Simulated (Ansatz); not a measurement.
# Gate voltage at the highest density: black phosphorene bilayer, AB

A layer charged from two gates alike needs a voltage that grows with the carrier density; the slope is e over the total capacitance.

**Method.** Ansatz 0.2.0, plane waves with PAW datasets (its set soft_2), PBE-D3(BJ); isolated slab, charged sheets 5 Å from the outer atoms behind model barriers, atoms held, Fermi-Dirac smearing of 0.02585 eV. The voltage is that of the gates (their mean) against the layer's Fermi level, from the uncharged case, which has a gap of 0.11 eV.

```
  run  added electrons (10¹³ per cm²)  gate voltage (V)
run 1                            1.00              0.43
run 2                            3.00              1.16
run 3                            6.00              2.21
run 4                           10.00                 ?
```

**Question.** What value belongs in the row marked “?”, and how far can the other rows tell?

A least-squares line through the 3 rows shown has slope 0.3555 and intercept 0.0817; no row lies more than 0.01 V off it. The capacitance is 1.602/0.3555 = 4.51 µF/cm², against 3.54 µF/cm² for plates 5 Å apart in vacuum on both sides; it is the larger, as where the added charge has its centre outside the outer atoms (not examined here). The line misses the origin, so the series is curved at low densities. At 10.00 it gives 0.3555 × 10.00 + 0.0817 = 3.64 V, beyond the rows fitted. Rounding and scatter of the rows alone allow about ±0.031 V there.

The run itself gives 3.56 V: a miss of −0.08 V, or 2.2 % of the value. The capacitance rises a little towards the highest density.

**Limits.** The gates are model sheets, not atoms, and low densities sample few k-points.

[Logs are printed without paths, hosts, clocks, repeated set-up lines and the standing remarks that a program may print on its own settings, such as how far it seeks lower states.]
